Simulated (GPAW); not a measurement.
# TiPd3 (Pm-3m): the Ti K absorption edge, part 3 of 3

What does one-electron theory with a core hole give for the Ti K edge of TiPd3 (Pm-3m)?

GPAW 26.7.0; X-ray absorption from dipole matrix elements to empty bands, plane-wave PAW LDA.

So far. Step 5 (Spectrum with XCH, Ti atom 4): The total-energy difference is 4970.72 eV. One term is added: -22.68 eV, since the hole is spin-paired here and a spin-polarised one costs that much less in the free atom (computed apart). The photon energy is then 4948.04 eV. The tabulated edge of the element is 4966 eV. The functional leaves an error in such absolute values: in the free atom LDA prices this hole 13.2 eV below PBE (computed apart), and PBE is itself good to a few eV.

## (8) Spectrum with XCH, Ti atom 4

A smaller cell brings the holes closer; here they are 3.8 Å apart.

Changed against the first core-hole run: supercell atoms from 8 to 4.

The input, xas.py:

```python
import numpy as np
from ase import Atoms
from ase.parallel import parprint, paropen
from gpaw import GPAW, PW, FermiDirac, Mixer, MixerDif, setup_paths
from gpaw.test import gen
setup_paths.insert(0, '.')
gen('Ti', name='fch1s', xcname='LDA', corehole=(1, 0, 1), write_xml=True)
from gpaw.mpi import world
world.barrier()

atoms = Atoms('Pd3Ti',
    cell=[[3.82, 0, 0],
     [0, 3.82, 0],
     [0, 0, 3.82]],
    scaled_positions=[[0.5, 0.5, 0],
     [0.5, 0, 0.5],
     [0, 0.5, 0.5],
     [0, 0, 0]],
    pbc=True)
atoms.calc = calc = GPAW(legacy_gpaw=True, mode=PW(430, force_complex_dtype=True), xc='LDA', setups={3: 'fch1s'},
    kpts={'size': (7, 7, 7), 'gamma': True}, occupations=FermiDirac(0.1),
    charge=-1, mixer=Mixer(0.1, 5, 50), maxiter=150,
    convergence={'density': 0.0001, 'eigenstates': 1e-6}, txt='scf.txt')
energy = atoms.get_potential_energy() + calc.get_reference_energy()
ef = calc.get_fermi_level()
out = dict(energy=energy, fermi=ef, forces=atoms.get_forces().tolist())
parprint(f'all-electron energy {energy:.4f} eV, Fermi level {ef:.4f} eV')
ev = np.array([[calc.get_eigenvalues(k, s) for k in range(len(calc.get_ibz_k_points()))] for s in range(calc.get_number_of_spins())])
out['homo'], out['lumo'], out['counts'] = ev[ev < ef].max(), ev[ev > ef].min(), sorted(set((ev < ef).sum((0, 2)).tolist()))
out['filled'] = (ev[:, 0] < ef).sum(1).tolist()

from ase.units import Ha
from gpaw.xas import dipole_matrix_elements
nb = int(calc.get_number_of_electrons() / 2) + 56
top = nb
nscf = calc.fixed_density(kpts={'size': (7, 7, 7), 'gamma': True},
    convergence={'eigenstates': 1.0}, txt='nscf.txt')
nscf.diagonalize_full_hamiltonian(nbands=nb)
cell = atoms.cell.array
ops = [cell.T @ U.T @ np.linalg.inv(cell.T) for U in nscf.wfs.kd.symmetry.op_scc]
E = np.arange(-6, 34, 0.1)
fwhm = np.interp(E, [4, 25], [0.94, 3.5])
Y, X, zero, highest = 0, 0, 1e9, 1e9
for spin in range(nscf.get_number_of_spins()):
    wfs = nscf.wfs
    mine = wfs.bd.get_slice()  # this rank's bands
    A = dipole_matrix_elements(wfs.setups[3])
    eps = np.zeros((wfs.kd.nibzkpts, nb))
    d = np.zeros((3, A.shape[1], wfs.kd.nibzkpts, nb), complex)
    for kpt in wfs.kpt_u:
        if kpt.s == spin and 3 in kpt.P_ani:
            eps[kpt.k, mine] = kpt.eps_n * Ha
            d[:, :, kpt.k, mine] = (kpt.weight * wfs.nspins / 2) ** 0.5 * np.inner(A, kpt.P_ani[3])
    world.sum(eps)
    world.sum(d)
    T = np.einsum('amkn,bmkn->abkn', d, d.conj()).real
    T = sum(np.einsum('ai,ijkn,bj->abkn', R, T, R) for R in ops) / len(ops)
    empty = eps > ef
    zero, highest = min(zero, eps[empty].min()), min(highest, eps[:, top - 1].min())
    lines = [(eps, T, empty)] if spin == 0 else lines + [(eps, T, empty)]
for eps, T, empty in lines:
    f = np.einsum('aakn->akn', T).reshape(3, -1)
    x = eps.ravel() - zero
    w = np.interp(x, E, fwhm) / 2.35482
    g = np.exp(-0.5 * ((E[:, None] - x) / w) ** 2) / (w * (2 * np.pi) ** 0.5)
    Y = Y + (f * empty.ravel()) @ g.T
    X = X + (f * ~empty.ravel()) @ g.T
out.update(E=E.round(2).tolist(), xas=Y.tolist(), xes=X.tolist(), zero=zero, valid=highest - zero, nk=len(eps), nb=nb)
for i in range(0, len(E), 10):
    parprint(f'{E[i]:7.2f}', *(f'{v:10.3e}' for v in Y[:, i]))
import json
with paropen('out.json', 'w') as f:
    json.dump(out, f)
```

Run with:

```
$ OMP_NUM_THREADS=1 mpirun -n 4 gpaw python xas.py
```

Numbers of over 12 decimals in the logs are rounded to 6 here.

Log:

```text
Input parameters:
  charge: -1
  convergence: {density: 0.0001,
                eigenstates: 1e-06}
  kpts: {gamma: True,
         size: (7, 7, 7)}
  maxiter: 150
  mixer: {backend: pulay,
          beta: 0.1,
          method: separate,
          nmaxold: 5,
          weight: 50}
  mode: {ecut: 430.0,
         force_complex_dtype: True,
         name: pw}
  occupations: {fixmagmom: False,
[...]
*d    :     0.333350
--------------------------------

Diagonalizing with gridspacing h=0.050

state   all-electron     PAW
-------------------------------
3s:      -2.983269    -2.983558
3p:      -2.108060    -2.108705
3d:      -0.666650    -0.667242
*f:                   -0.026873
-------------------------------
all-electron energy -429523.2741 eV, Fermi level 10.6669 eV
[...]
32.00  3.715e-07  3.715e-07  3.715e-07
  33.00  3.697e-07  3.697e-07  3.697e-07
[key lines of the parts left out:]
Converged after 17 iterations.
Dipole moment: (-0.000000, -0.000000, -0.000000) |e|*Ang
Free energy:    -37.534035
Fermi level: 10.66687
```

The job ended after 18 s (4 MPI ranks of AMD EPYC 7R43, shared host; peak memory 0.37 GiB; 71 s of CPU time).

These settings depart from the first run's and aren't meant as converged.

Against the first run the r.m.s. difference is 5 %. The highest intensity below 24 eV stays at 14.0 eV.

```
E (eV)  first run  this run
  -2.0       0.00      0.00
  -0.5       0.08      0.07
   1.0       0.73      0.70
   2.5       0.59      0.61
   4.0       0.83      0.84
   5.5       0.68      0.73
   7.0       0.47      0.42
   8.5       0.67      0.69
  10.0       0.88      0.86
  11.5       1.25      1.23
  13.0       1.68      1.70
  14.5       1.76      1.78
  16.0       1.44      1.39
  17.5       1.03      1.02
  19.0       0.99      0.99
  20.5       1.25      1.28
  22.0       1.18      1.21
  23.5       0.82      0.87
  25.0       0.68      0.71
  26.5       0.72      0.73
  28.0       0.73      0.73
  29.5       0.72      0.71
  31.0       0.75      0.76
```

## (9) Spectrum with XCH, Ti atom 4

This attempt departs from the first core-hole run: mixing parameter to 0.9 and limit of SCF steps to 70.

Edit xas.py of step 8 so:

```diff
@@ -10,14 +10,18 @@
 
-atoms = Atoms('Pd3Ti',
-    cell=[[3.82, 0, 0],
-     [0, 3.82, 0],
-     [0, 0, 3.82]],
-    scaled_positions=[[0.5, 0.5, 0],
-     [0.5, 0, 0.5],
-     [0, 0.5, 0.5],
-     [0, 0, 0]],
+atoms = Atoms('Pd6Ti2',
+    cell=[[3.82, 0, 3.82],
+     [0, 3.82, 3.82],
+     [-3.82, 0, 3.82]],
+    scaled_positions=[[0, 0.5, 0.5],
+     [0.5, 0.5, 0],
+     [0.5, 0, 0],
+     [0, 0, 0.5],
+     [0, 0.5, 0],
+     [0.5, 0.5, 0.5],
+     [0, 0, 0],
+     [0.5, 0, 0.5]],
     pbc=True)
-atoms.calc = calc = GPAW(legacy_gpaw=True, mode=PW(430, force_complex_dtype=True), xc='LDA', setups={3: 'fch1s'},
+atoms.calc = calc = GPAW(legacy_gpaw=True, mode=PW(430, force_complex_dtype=True), xc='LDA', setups={6: 'fch1s'},
     kpts={'size': (7, 7, 7), 'gamma': True}, occupations=FermiDirac(0.1),
-    charge=-1, mixer=Mixer(0.1, 5, 50), maxiter=150,
+    charge=-1, mixer=Mixer(0.9, 5, 50), maxiter=70,
     convergence={'density': 0.0001, 'eigenstates': 1e-6}, txt='scf.txt')
@@ -33,7 +37,6 @@
 from gpaw.xas import dipole_matrix_elements
-nb = int(calc.get_number_of_electrons() / 2) + 56
-top = nb
-nscf = calc.fixed_density(kpts={'size': (7, 7, 7), 'gamma': True},
-    convergence={'eigenstates': 1.0}, txt='nscf.txt')
-nscf.diagonalize_full_hamiltonian(nbands=nb)
+nb = int(calc.get_number_of_electrons() / 2) + 109
+top, nb = nb, nb + 8 + nb // 12
+nscf = calc.fixed_density(kpts={'size': (4, 4, 4), 'gamma': True}, nbands=nb,
+    convergence={'bands': top, 'eigenstates': 5e-3}, maxiter=60, txt='nscf.txt')
 cell = atoms.cell.array
@@ -46,3 +49,3 @@
     mine = wfs.bd.get_slice()  # this rank's bands
-    A = dipole_matrix_elements(wfs.setups[3])
+    A = dipole_matrix_elements(wfs.setups[6])
     eps = np.zeros((wfs.kd.nibzkpts, nb))
@@ -50,5 +53,5 @@
     for kpt in wfs.kpt_u:
-        if kpt.s == spin and 3 in kpt.P_ani:
+        if kpt.s == spin and 6 in kpt.P_ani:
             eps[kpt.k, mine] = kpt.eps_n * Ha
-            d[:, :, kpt.k, mine] = (kpt.weight * wfs.nspins / 2) ** 0.5 * np.inner(A, kpt.P_ani[3])
+            d[:, :, kpt.k, mine] = (kpt.weight * wfs.nspins / 2) ** 0.5 * np.inner(A, kpt.P_ani[6])
     world.sum(eps)
```

Log:

```text
Input parameters:
  charge: -1
  convergence: {density: 0.0001,
                eigenstates: 1e-06}
  kpts: {gamma: True,
         size: (7, 7, 7)}
  maxiter: 70
  mixer: {backend: pulay,
          beta: 0.9,
          method: separate,
          nmaxold: 5,
          weight: 50}
  mode: {ecut: 430.0,
         force_complex_dtype: True,
         name: pw}
  occupations: {fixmagmom: False,
[...]
*d    :     0.333350
--------------------------------

Diagonalizing with gridspacing h=0.050

state   all-electron     PAW
-------------------------------
3s:      -2.983269    -2.983558
3p:      -2.108060    -2.108705
3d:      -0.666650    -0.667242
*f:                   -0.026873
-------------------------------
all-electron energy -864017.2934 eV, Fermi level 10.8987 eV
[...]
32.00  3.536e-07  3.536e-07  3.536e-07
  33.00  3.568e-07  3.568e-07  3.568e-07
[key lines of the parts left out:]
Converged after 53 iterations.
Dipole moment: (-0.000000, -0.000000, 0.000000) |e|*Ang
Free energy:    -63.390997
Fermi level: 10.89870
```

Elapsed: 83 s, on 4 MPI ranks; peak memory 0.32 GiB; 5.5 min of CPU time.

The risk here was that the mixing parameter is far too large, yet the run reaches the same energy as before to within 5 meV: the setting changed the path, not the result.

This run also has another mesh (4×4×4 against 7×7×7), so the 8 % r.m.s. difference can't be laid on the changed setting alone. The highest intensity below 24 eV goes from 14.0 eV (1.79) to 13.6 eV (1.82).

## (10) With and without the hole

Both curves are counted from their own zero, so only the shift of weight within the empty states shows.

```
E (eV)  no hole   XCH
  -2.0     0.00  0.00
  -1.0     0.00  0.00
   0.0     0.36  0.40
   1.0     0.89  0.73
   2.0     0.78  0.63
   3.0     0.56  0.62
   4.0     0.84  0.83
   5.0     0.72  0.78
   6.0     0.68  0.64
   7.0     0.43  0.47
   8.0     0.64  0.62
   9.0     0.73  0.74
  10.0     0.84  0.88
  11.0     1.02  1.10
  12.0     1.31  1.40
  13.0     1.60  1.68
  14.0     1.78  1.79
  15.0     1.68  1.69
  16.0     1.43  1.44
  17.0     1.18  1.14
  18.0     0.99  0.96
  19.0     0.98  0.99
  20.0     1.19  1.17
  21.0     1.34  1.29
  22.0     1.24  1.18
  23.0     0.98  0.93
  24.0     0.75  0.73
  25.0     0.67  0.68
  26.0     0.71  0.71
  27.0     0.74  0.73
  28.0     0.73  0.73
  29.0     0.72  0.72
  30.0     0.72  0.72
  31.0     0.76  0.75
  32.0     0.79  0.77
```

With each curve scaled to its own mean, the area from −2 to 6 eV with the hole is 4.3 against 4.5, and the centre of weight from −1 to 20 eV moves by +0.1 eV (first and strongest maxima below 20 eV: 1.5 eV (0.98), 4.0 eV (0.84) and 14.1 eV (1.78) without the hole, 1.3 eV (0.73), 4.5 eV (0.88) and 14.0 eV (1.79) with it), a small effect on these measures.

## (11) Outcome

| Property | Result |
| --- | --- |
| absorber and edge | Ti K, atom 4 of the ground-state input (counted from 1) |
| surroundings | 12 Pd at 2.70 Å (cuboctahedral, site symmetry m-3m) |
| highest intensity below 24 eV | 14.0 eV above the zero, height 1.79 |
| photon energy of the zero, with the added terms | 4948.0 eV (raw 4970.7 eV; LDA puts this hole about 13 eV below PBE, itself good to a few eV) |

What this shows: The Ti K edge of atom 4, with 12 Pd at 2.70 Å (cuboctahedral, site symmetry m-3m), has its highest intensity of the first 24 eV at 14.0 eV above the zero, near 4962 eV in photon energy (LDA puts this hole about 13 eV below PBE, itself good to a few eV), 1.8 times the mean level of the first 20 eV (Gaussian full width 0.94 eV up to 4 eV, rising linearly to 3.5 eV at 25 eV). With each curve scaled to its own mean, the area from −2 to 6 eV with the hole is 4.3 against 4.5, and the centre of weight from −1 to 20 eV moves by +0.1 eV (first and strongest maxima below 20 eV: 1.5 eV (0.98), 4.0 eV (0.84) and 14.1 eV (1.78) without the hole, 1.3 eV (0.73), 4.5 eV (0.88) and 14.0 eV (1.79) with it), a small effect on these measures. Changing the core hole to FCH alters the shape by 6 % r.m.s., so the result is insensitive to this choice. A cell with holes 3.8 Å apart changes the curve by 5 % r.m.s. (5 % after the best shift). The strongest dipole feature below the main edge lies at 4.5 eV (height 0.88); the site has an inversion centre, so it comes from p states mixed with the neighbours' empty states, not from local p–d mixing. Quadrupole 1s→3d transitions, which feed the pre-edge, are not in the dipole spectrum. The holes are only 5.4 Å apart, so the shape is probably not converged with cell size; no larger cell was run here. The mesh is coarse (0.23 Å⁻¹ between points), so small maxima may be mesh ripples. Lifetime broadening is put in by hand, and intensities beyond about 20 eV depend on it and on the partial waves. The structure is a published determination, not relaxed.

[Banner, clock and machine lines of the logs are left out without a mark of their own.]

[Logs are printed without paths, hosts, clocks, repeated set-up lines and the standing remarks that a program may print on its own settings, such as how far it seeks lower states.]

[Hosts, paths, dates, database ids (printed as entryN), source tags and the programs' standing remarks are cut or masked in the printed files.]

[Lists of maxima count a maximum above −3 eV only where it reaches 4 % of the highest in the window and stands out from its surroundings by 2 % of it (1.5 % where it reaches 55 %); shoulders and weaker maxima are passed over, and of the rest the first, up to two pre-edge ones and the few strongest are named.]
